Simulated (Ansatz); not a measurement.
# The perfect Rh wire along [100], 4 atoms a period, part 2 of 2

Wanted: the relaxed geometry and the bands of the Rh wire along [100], 4 atoms a period.

Ansatz 0.2.0; DFT PBE, plane waves, PAW; relaxation of a wire's period; PAW set soft_1 (the session's first sound run).

So far: Starting point; Relaxation of atoms and period.

### 2. Relaxation of atoms and period (continued)

Relaxation path:

```tsv
step	energy less that of the first step (eV)	largest force component (eV/Å)	pressure (GPa)	volume (Å³)
1	0.0000	1.7187	-4.00	290.89
2	-0.5173	1.8830	3.20	285.24
3	-0.7402	0.6972	-1.33	283.50
4	-0.8299	0.1313	-0.14	284.55
5	-0.8359	0.1187	0.11	288.10
6	-0.8378	0.0132	-0.10	287.70
7*	-0.8373	0.0131	-0.09	287.70
```

Relaxation steps marked * repeat the geometry before them on a plane-wave basis chosen anew for their cell, so energy and pressure can jump there.

The run keeps the 16 symmetry operations that it works with, so distortions that break them were not tested.

```tsv
cell as run	before	after	change
c (Å)	3.830	3.788	-1.1 %
```

The atoms that moved most (Å, along periodic axes as changes of fractional coordinates times the final cell, across vacuum about the mean position):

```tsv
atom	dx	dy	dz	length
Rh1	0.094	0.094	0.000	0.133
Rh2	-0.094	-0.094	0.000	0.133
Rh3	0.094	-0.094	0.000	0.133
Rh4	-0.094	0.094	0.000	0.133
```

Final coordinates:

```cif
data_structure
_symmetry_space_group_name_H-M 'P 1'
_symmetry_Int_Tables_number 1
_cell_length_a 8.7150
_cell_length_b 8.7150
_cell_length_c 3.7879
_cell_angle_alpha 90.000
_cell_angle_beta 90.000
_cell_angle_gamma 90.000
_cell_volume 287.70
loop_
_atom_site_label
_atom_site_type_symbol
_atom_site_fract_x
_atom_site_fract_y
_atom_site_fract_z
_atom_site_occupancy
Rh1 Rh 0.40095 0.40095 0.00000 1
Rh2 Rh 0.59905 0.59905 0.00000 1
Rh3 Rh 0.40095 0.59905 0.50000 1
Rh4 Rh 0.59905 0.40095 0.50000 1
```

Numbers from this step:

```
energy at zero smearing    : -25603.0856 eV
cell length along the wire : 3.788 Å
```

The cell's length comes to 3.788 Å with spin left out.

### 3. Bands of the perfect wire

This step: DFT PBE, plane waves, PAW; bands of a perfect wire; PAW set soft_1 (Ansatz 0.2.0).

At the relaxed period the bands are computed along the axis; those that cross an energy going forward count the channels that a perfect wire would open there.

Contents of input.yaml:

```yaml
crystal:
  lattice:
    - [8.715, 0.0, 0.0]
    - [0.0, 8.715, 0.0]
    - [0.0, 0.0, 3.7879174825]
  atoms:
    - { symbol: Rh, position: [0.400945703, 0.400945703, 0.0] }
    - { symbol: Rh, position: [0.599054297, 0.599054297, 0.0] }
    - { symbol: Rh, position: [0.400945703, 0.599054297, 0.5] }
    - { symbol: Rh, position: [0.599054297, 0.400945703, 0.5] }
kpoints:
  mp_grid: { grid: [1, 1, 22] }
  band_path: { path: ["Γ", Z], npoints: 90 }
scf:
  occupations: { method: fermi_dirac, width: 0.05 }
hamiltonian:
  xc: pbe
  pseudopotentials: { kind: paw, azcp: { folder: soft_1 } }
output:
  dos: { e_range: [-5, 4] }
  write_potential: true
  write_density: true
  volumetric_format: npy
```

The run is started by

```
ansatz run input.yaml --threads 4 --pin off --max-ram 16384MiB --backend cpu --events-out ev --progress --plain --runs-dir out
```

Numbers of over 12 decimals in the logs are rounded to 6 here.

What it wrote:

```text
[...]
Crystal: 4 atoms, lattice volume = 287.697 Å³
Basis set: ecut = 420 eV, 5629 PW (Γ)
Bands: 41, of which v1, the nominal top of the filled ones, is band 34 counted from 1 (33 counted from 0)
Symmetry: 16 space group operations
[...]
k-points: 12 of 22
[...]
SCF iter   1: F=—  HF=-25605.286986 eV  |F-HF|=—  |Δ(HF+E_count)|=         —  Δρ=3.69e-2  dr2=7.13e0  ethr=3.10e-3  ⟨swp⟩=6.7  Hψ=1919  notcnv=0
[...]
SCF iter   9: F=-25603.135180 eV  HF=-25603.135180 eV  |F-HF|=3.30e-9  |Δ(HF+E_count)|=   1.72e-7  Δρ=2.90e-6  dr2=1.48e-8  ethr=1.47e-10  ⟨swp⟩=2.5  Hψ=1373  notcnv=0
SCF 1 converged in 9 iterations: F = -25603.135180 eV  dr2 = 1.48e-8
[...]
NSCF: frozen V_eff on 91 k-points
WARN: The output density's exchange-correlation potential varies sharply where the density is thin. Do not read a vacuum level from v_tot or v_xc, or from such a field of the output density. On a cell that repeats whose density bears no net charge and no dipole along the vacuum's axis use v_es (v_loc + v_h of the components); under efield.dipole_correction with no amplitude use v_es + v_field, which holds any externa [...]
SCF converged after 9 iterations
Free energy (F): -25603.135180 eV
[...]
Internal energy: -25603.034850 eV  (E = F + TS)
E sigma→0 (E₀):  -25603.085015 eV
Entropy (-TS):   -0.100330 eV (-25.082 meV/atom)
Fermi energy:    1.038743 eV
[...]
--- Band table (eV; the first three rows and the last of 12) ---
  k-point 0: bands = [... 30 lower, 0.7169, 0.8570, 0.8570, 0.8671, 1.0550, 1.0550, 1.6111, 1.6111, ... 3 higher]
  k-point 1: bands = [... 30 lower, 0.7185, 0.8446, 0.8446, 0.9055, 1.0626, 1.0626, 1.6284, 1.6284, ... 3 higher]
  k-point 2: bands = [... 30 lower, 0.7229, 0.8287, 0.8287, 0.9827, 1.0726, 1.0726, 1.6829, 1.6829, ... 3 higher]
  k-point 11: bands = [... 30 lower, 0.1066, 0.1066, 0.7213, 0.7213, 1.4633, 1.4633, 1.9037, 1.9037, ... 3 higher]
```

Wall time 7.7 s (4 threads of Arm Neoverse V1, shared host); peak memory 0.8 GiB; 30 s of CPU time.

Numbers from this step:

- energy at zero smearing: -25603.0850 eV
- band gap: 0 eV

The electronic bands at the labelled points (eV, zero at the Fermi level):

```tsv
point	band 31	band 32	band 33	band 34	band 35	band 36	band 37	band 38
Γ	-0.32	-0.18	-0.18	-0.17	0.02	0.02	0.57	0.57
halfway	-0.29	-0.28	-0.28	0.07	0.13	0.17	0.17	1.24
Z	-0.93	-0.93	-0.32	-0.32	0.42	0.42	0.86	0.86
```

Between Γ and Z the bands cross the Fermi level 2 times, so a perfect wire would conduct at least 2 G₀, with spin left out.

### 4. What came out

```yaml
cell_length_pbe: 3.788 Å
ballistic_conductance_by_band_crossings_a_lower_bound_pbe: 2 G₀
```

Under PBE the cell's length is 3.79 Å, and the bands cross the Fermi level 2 times between Γ and Z, which gives a perfect wire at least 2 G₀ (opposite crossings within one step of the path cancel in such a count). No spin was allowed, though thin wires with open d shells can turn magnetic.

[Logs are printed without paths, hosts, clocks, repeated set-up lines and the standing remarks that a program may print on its own settings, such as how far it seeks lower states.]

[Hosts, paths, dates, database ids (printed as entryN), source tags and the programs' standing remarks are cut or masked in the printed files.]
